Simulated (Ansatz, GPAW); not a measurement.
# Screening of a field by Mg/V(100), part 2 of 3

Aim: the dipole that a field along the normal induces in Mg/V(100).

GPAW 26.7.0 and Ansatz 0.2.0; Ansatz plane waves; slab in vacuum with a dipole correction, relaxation (the session's first sound run).

So far, upper work function (eV): step 2 (relaxing the atoms) 3.28.

### Step 3. Plane waves, PBE

The work function is the vacuum plateau of the electrostatic potential less the Fermi level; a dipole layer lets the two faces have plateaus of their own.

This step: GPAW, PAW setups; slab in vacuum (GPAW 26.7.0).

The input, run.py:

```python
import json
import numpy as np
from ase import Atoms
from gpaw import GPAW, PW

slab = Atoms(
    ['V', 'V', 'V', 'V', 'V', 'Mg'],
    positions=[
        [0.00000, 0.00000, 7.00000],
        [1.51000, 1.51000, 8.51000],
        [0.00000, 0.00000, 10.02000],
        [1.51000, 1.51000, 11.53999],
        [-0.00000, 0.00000, 12.84011],
        [1.51000, 1.51000, 14.81859]],
    cell=[[3.02, 0.0, 0.0], [0.0, 3.02, 0.0], [0.0, 0.0, 22.26921]],
    pbc=[True, True, False])

slab.calc = GPAW(mode=PW(400), xc='PBE', kpts={'size': (10, 10, 1), 'gamma': True},
                 occupations={'name': 'fermi-dirac', 'width': 0.1}, nbands='200%',
                 convergence={'density': 1e-05}, maxiter=200,
                 poissonsolver={'dipolelayer': 'xy'},
                 symmetry={'tolerance': 1e-3}, txt='slab.txt')
result = {}
energy = slab.get_potential_energy()
fermi = slab.calc.get_fermi_level()
v = slab.calc.get_electrostatic_potential().mean((0, 1)) - fermi
n = slab.calc.get_pseudo_density().mean((0, 1))
L = slab.cell[2, 2]
z = np.arange(len(v)) * L / len(v)
low, high = slab.positions[:, 2].min(), slab.positions[:, 2].max()
below, above = np.interp([low - 4.8, high + 4.8], z, v)
slopes = [np.interp(x, z, np.gradient(v, z)) for x in (low - 4.8, high + 4.8)]
eps = np.array([[slab.calc.get_eigenvalues(k, s) for k in range(len(slab.calc.get_ibz_k_points()))]
                for s in range(slab.calc.get_number_of_spins())]) - fermi
top, bottom = eps[eps < 0].max(), eps[eps > 0].min()
dipole = slab.get_dipole_moment()[2]
print(f'energy {energy:.4f} eV, Fermi level {fermi:.4f} eV, dipole {dipole:.5f} e A')
print(f'potential 4.8 A off the faces, from the Fermi level: lower {below:.4f} eV, upper {above:.4f} eV')
print(f'slope of the potential there: lower {slopes[0]:.5f}, upper {slopes[1]:.5f} eV/A')
print(f'nearest levels on the mesh: {top:.4f} and {bottom:.4f} eV')
print('magnetic moment', round(slab.get_magnetic_moment(), 3))
result.update(energy=energy, fermi=fermi, dipole=dipole, below=below, above=above, slopes=slopes, edges=[top, bottom],
              z=z.tolist(), v=v.tolist(), n=n.tolist(), positions=slab.positions.tolist(),
              forces=slab.get_forces(apply_constraint=False).tolist(), moments=slab.get_magnetic_moments().tolist())
json.dump(result, open('result.json', 'w'))
```

Run with:

```bash
OMP_NUM_THREADS=1 OPENBLAS_NUM_THREADS=1 python run.py
```

Output:

```text
energy -41.6585 eV, Fermi level 1.7230 eV, dipole 0.02858 e A
potential 4.8 A off the faces, from the Fermi level: lower 3.8459 eV, upper 3.2789 eV
slope of the potential there: lower -0.00289, upper 0.00167 eV/A
nearest levels on the mesh: -0.0105 and 0.0043 eV
magnetic moment 0.0
```

Run time: 2.7 min. Hardware: 1 thread of Intel Xeon Platinum 8375C at 2.90GHz (Ice Lake), shared host; peak memory 0.28 GiB.

This step gave:

| Quantity | Value |
| --- | --- |
| dipole along the normal | 0.02858 e·Å |
| levels nearest the Fermi level on the mesh | -0.01055, 0.004301 eV from the Fermi level |
| lower work function | 3.846 eV |

The electrostatic potential energy of an electron (without an applied field's), less the Fermi level, planar mean oscillates, so the rows of the table below give means over windows of 1 Å about each position, cut where the curve ends. Its maxima inside the range that stand out by 2 % of the span (Å: eV): 7.7: -5.53, 9.2: -5.60, 10.8: -5.44, 12.2: -8.50, 13.9: -1.41. Its minima: 7.0: -13.6, 8.5: -13.4, 10.1: -13.4, 11.6: -13.7, 12.8: -13.8, 14.8: -9.19.

Table of electrostatic potential energy of an electron (without an applied field's), less the Fermi level, planar mean by z; means over each step:

| z (Å) | electrostatic potential energy of an electron (without an applied field's), less the Fermi level, planar mean (eV) |
| --- | --- |
| 0 | 3.74 |
| 1 | 3.85 |
| 2 | 3.85 |
| 3 | 3.84 |
| 4 | 3.77 |
| 5 | 3.27 |
| 6 | -0.537 |
| 7 | -10.9 |
| 8 | -8.45 |
| 9 | -8.64 |
| 10 | -10.9 |
| 11 | -8.22 |
| 12 | -10.7 |
| 13 | -10.4 |
| 14 | -2.84 |
| 15 | -6.74 |
| 16 | 0.836 |
| 17 | 2.97 |
| 18 | 3.25 |
| 19 | 3.28 |
| 20 | 3.28 |
| 21 | 3.28 |
| 22 | 3.32 |

The pseudo valence density, planar mean oscillates, so the rows of the table below give means over windows of 1.48 Å about each position, cut where the curve ends. Its maxima inside the range that stand out by 2 % of the span (Å: e/Å³): 7.0: 1.68, 8.5: 1.69, 10.0: 1.68, 11.5: 1.65, 12.9: 1.61, 14.8: 1.52. Its minima: 7.8: 0.422, 9.3: 0.402, 10.8: 0.388, 12.3: 0.595, 14.0: 0.154.

Table of pseudo valence density, planar mean by z; means over each step:

z (Å), pseudo valence density, planar mean (e/Å³) and a bar:
```
     2.22       0.00 
     3.70       0.00 
     5.18       0.02 #
     6.66       0.80 #######################
     8.14       0.95 ###########################
     9.62       0.94 ###########################
    11.10       0.95 ###########################
    12.58       1.04 ##############################
    14.06       0.47 ##############
    15.54       0.38 ###########
    17.02       0.01 
    18.50       0.00 
    19.98       0.00
```

Force by atom:

```
atom  x (eV/Å)  y (eV/Å)  z (eV/Å)  size
  V1      0.00      0.00      1.13  1.13
  V2      0.00      0.00     -0.94  0.94
  V3      0.00      0.00     -0.23  0.23
  V4      0.00      0.00     -0.03  0.03
  V5      0.00      0.00      0.09  0.09
 Mg6      0.00      0.00     -0.01  0.01
```

The potential is flat to 0.003 eV/Å where it is read, so the vacuum is wide enough. The geometry is the other program's minimum; here the largest force on a free atom is 0.090 eV/Å.

### Step 4. In a field

A uniform field along the normal polarises the slab; the atoms stay fixed, so this is the electronic response alone.

run.py: that of step 3 with these lines changed.

```diff
@@ -4,2 +4,3 @@
 from gpaw import GPAW, PW
+from gpaw.external import ConstantElectricField
 
@@ -21,2 +22,3 @@
                  poissonsolver={'dipolelayer': 'xy'},
+                 external=ConstantElectricField(-0.2, [0, 0, 1]),
                  symmetry={'tolerance': 1e-3}, txt='slab.txt')
```

Output:

```text
energy -41.6646 eV, Fermi level 1.7543 eV, dipole -0.09273 e A
potential 4.8 A off the faces, from the Fermi level: lower 2.5776 eV, upper 4.4172 eV
slope of the potential there: lower -0.00182, upper 0.00287 eV/A
nearest levels on the mesh: -0.0226 and 0.0044 eV
magnetic moment 0.0
```

The job ended after 6.6 min (1 thread; peak memory 0.5 GiB).

This step gave:

```yaml
dipole_along_the_normal: -0.09273 e·Å
levels_nearest_the_fermi_level_on_the_mesh: -0.02261, 0.004387 eV from the Fermi level
potential_below_the_slab_the_applied_field_s_own_ramp_left_out: 2.578 eV from the Fermi level
potential_above_the_slab_the_applied_field_s_own_ramp_left_out: 4.417 eV from the Fermi level
```

The electrostatic potential energy of an electron (without an applied field's), less the Fermi level, planar mean oscillates, so the rows of the table below give means over windows of 1 Å about each position, cut where the curve ends. Its maxima inside the range that stand out by 2 % of the span (Å: eV): 7.7: -6.21, 9.2: -5.98, 10.8: -5.50, 12.2: -8.29, 13.9: -0.863, 21.5: 4.42. Its minima: 7.0: -14.5, 8.5: -13.9, 10.0: -13.6, 11.6: -13.6, 12.8: -13.5, 14.8: -8.45.

The electrostatic potential energy of an electron (without an applied field's), less the Fermi level, planar mean by z; means over each step:

z (Å), electrostatic potential energy of an electron (without an applied field's), less the Fermi level, planar mean (eV) and a bar from the least value:
```
        0        2.9 ###########################
        1        2.6 ###########################
        2        2.6 ###########################
        3        2.6 ###########################
        4        2.5 ##########################
        5        2.1 ##########################
        6       -1.6 ###################
        7      -11.7 
        8       -9.1 #####
        9       -9.1 #####
       10      -11.1 #
       11       -8.3 ######
       12      -10.5 ##
       13      -10.0 ###
       14       -2.3 ##################
       15       -6.0 ###########
       16        1.8 #########################
       17        4.1 #############################
       18        4.4 ##############################
       19        4.4 ##############################
       20        4.4 ##############################
       21        4.4 ##############################
       22        4.3 ##############################
```

Force by atom:

| atom | x (eV/Å) | y (eV/Å) | z (eV/Å) | size |
| --- | --- | --- | --- | --- |
| V1 | 0.00 | 0.00 | 1.14 | 1.14 |
| V2 | 0.00 | 0.00 | -0.95 | 0.95 |
| V3 | 0.00 | 0.00 | -0.24 | 0.24 |
| V4 | 0.00 | 0.00 | -0.03 | 0.03 |
| V5 | 0.00 | 0.00 | 0.08 | 0.08 |
| Mg6 | 0.00 | 0.00 | -0.01 | 0.01 |

The dipole is now -0.0927 e Å, against 0.029 in the run without a field.

### Step 5. Field on

run.py: that of step 4 with these lines changed.

```diff
@@ -22,3 +22,3 @@
                  poissonsolver={'dipolelayer': 'xy'},
-                 external=ConstantElectricField(-0.2, [0, 0, 1]),
+                 external=ConstantElectricField(-0.1, [0, 0, 1]),
                  symmetry={'tolerance': 1e-3}, txt='slab.txt')
```

Output:

```text
energy -41.6585 eV, Fermi level 1.7399 eV, dipole -0.03202 e A
potential 4.8 A off the faces, from the Fermi level: lower 3.2095 eV, upper 3.8448 eV
slope of the potential there: lower -0.00229, upper 0.00217 eV/A
nearest levels on the mesh: -0.0217 and 0.0043 eV
magnetic moment 0.0
```

Wall time 7.1 min (1 thread); peak memory 0.5 GiB.

This step gave:

```
dipole along the normal                                         : -0.03202 e·Å
levels nearest the Fermi level on the mesh                      : -0.02174, 0.004312 eV from the Fermi level
potential below the slab, the applied field's own ramp left out : 3.209 eV from the Fermi level
potential above the slab, the applied field's own ramp left out : 3.845 eV from the Fermi level
```

The electrostatic potential energy of an electron (without an applied field's), less the Fermi level, planar mean oscillates, so the rows of the table below give means over windows of 1 Å about each position, cut where the curve ends. Its maxima inside the range that stand out by 2 % of the span (Å: eV): 7.7: -5.87, 9.2: -5.79, 10.8: -5.47, 12.2: -8.40, 13.9: -1.14. Its minima: 7.0: -14.0, 8.5: -13.7, 10.0: -13.5, 11.6: -13.6, 12.8: -13.6, 14.8: -8.82.

Table of electrostatic potential energy of an electron (without an applied field's), less the Fermi level, planar mean by z; means over each step:

```
z (Å)  electrostatic potential energy of an electron (without an applied field's), less the Fermi level, planar mean (eV)
    0                                                                                                                3.33
    1                                                                                                                3.21
    2                                                                                                                3.21
    3                                                                                                                3.20
    4                                                                                                                3.15
    5                                                                                                                2.67
    6                                                                                                               -1.06
    7                                                                                                               -11.3
    8                                                                                                               -8.76
    9                                                                                                               -8.85
   10                                                                                                               -11.0
   11                                                                                                               -8.24
   12                                                                                                               -10.6
   13                                                                                                               -10.2
   14                                                                                                               -2.55
   15                                                                                                               -6.36
   16                                                                                                                1.32
   17                                                                                                                3.51
   18                                                                                                                3.81
   19                                                                                                                3.84
   20                                                                                                                3.85
   21                                                                                                                3.85
   22                                                                                                                3.80
```

Force by atom:

```csv
atom,x (eV/Å),y (eV/Å),z (eV/Å),size
V1,0.00,0.00,1.14,1.14
V2,0.00,0.00,-0.94,0.94
V3,0.00,0.00,-0.24,0.24
V4,0.00,0.00,-0.03,0.03
V5,0.00,0.00,0.09,0.09
Mg6,0.00,0.00,-0.01,0.01
```

The dipole is now -0.0320 e Å, against 0.029 in the run without a field.

### Step 6. Field on

run.py: that of step 5 with these lines changed.

```diff
@@ -22,3 +22,3 @@
                  poissonsolver={'dipolelayer': 'xy'},
-                 external=ConstantElectricField(-0.1, [0, 0, 1]),
+                 external=ConstantElectricField(-0.05, [0, 0, 1]),
                  symmetry={'tolerance': 1e-3}, txt='slab.txt')
```

Output:

```text
energy -41.6578 eV, Fermi level 1.7317 eV, dipole -0.00170 e A
potential 4.8 A off the faces, from the Fermi level: lower 3.5271 eV, upper 3.5611 eV
slope of the potential there: lower -0.00257, upper 0.00190 eV/A
nearest levels on the mesh: -0.0005 and 0.0043 eV
magnetic moment 0.0
```

Wall time 6.9 min (1 thread); peak memory 0.5 GiB.

The electrostatic potential energy of an electron (without an applied field's), less the Fermi level, planar mean oscillates, so the rows of the table below give means over windows of 0.5 Å about each position, cut where the curve ends. Its maxima inside the range that stand out by 2 % of the span (Å: eV): 7.74: -5.70, 9.23: -5.69, 10.82: -5.45, 12.20: -8.45, 13.89: -1.27. Its minima: 7.00: -13.8, 8.48: -13.5, 9.97: -13.4, 11.56: -13.6, 12.83: -13.7, 14.85: -9.01.

Electrostatic potential energy of an electron (without an applied field's), less the Fermi level, planar mean against z; means over each step:

```
z (Å)  electrostatic potential energy of an electron (without an applied field's), less the Fermi level, planar mean (eV)
  0.0                                                                                                                3.54
  0.5                                                                                                                3.53
  1.0                                                                                                                3.53
  1.5                                                                                                                3.53
  2.0                                                                                                                3.53
  2.5                                                                                                                3.53
  3.0                                                                                                                3.52
  3.5                                                                                                                3.51
  4.0                                                                                                                3.47
  4.5                                                                                                                3.36
  5.0                                                                                                                3.03
  5.5                                                                                                                2.14
  6.0                                                                                                              -0.277
  6.5                                                                                                               -6.65
  7.0                                                                                                               -12.9
  7.5                                                                                                               -8.09
  8.0                                                                                                               -7.69
  8.5                                                                                                               -12.6
  9.0                                                                                                               -8.00
  9.5                                                                                                               -7.59
 10.0                                                                                                               -12.6
 10.5                                                                                                               -8.00
 11.0                                                                                                               -7.19
 11.5                                                                                                               -12.7
 12.0                                                                                                               -9.84
 12.5                                                                                                               -11.1
 13.0                                                                                                               -11.7
 13.5                                                                                                               -3.91
 14.0                                                                                                               -1.84
 14.5                                                                                                               -6.18
 15.0                                                                                                               -7.59
 15.5                                                                                                               -2.10
 16.0                                                                                                                1.31
 16.5                                                                                                                2.75
 17.0                                                                                                                3.28
 17.5                                                                                                                3.47
 18.0                                                                                                                3.53
 18.5                                                                                                                3.55
 19.0                                                                                                                3.56
 19.5                                                                                                                3.56
 20.0                                                                                                                3.56
 20.5                                                                                                                3.56
 21.0                                                                                                                3.56
 21.5                                                                                                                3.56
 22.0                                                                                                                3.56
```

(Continued in part 3 of 3.)

[Logs are printed without paths, hosts, clocks, repeated set-up lines and the standing remarks that a program may print on its own settings, such as how far it seeks lower states.]

[Hosts, paths, dates, database ids (printed as entryN), source tags and the programs' standing remarks are cut or masked in the printed files.]
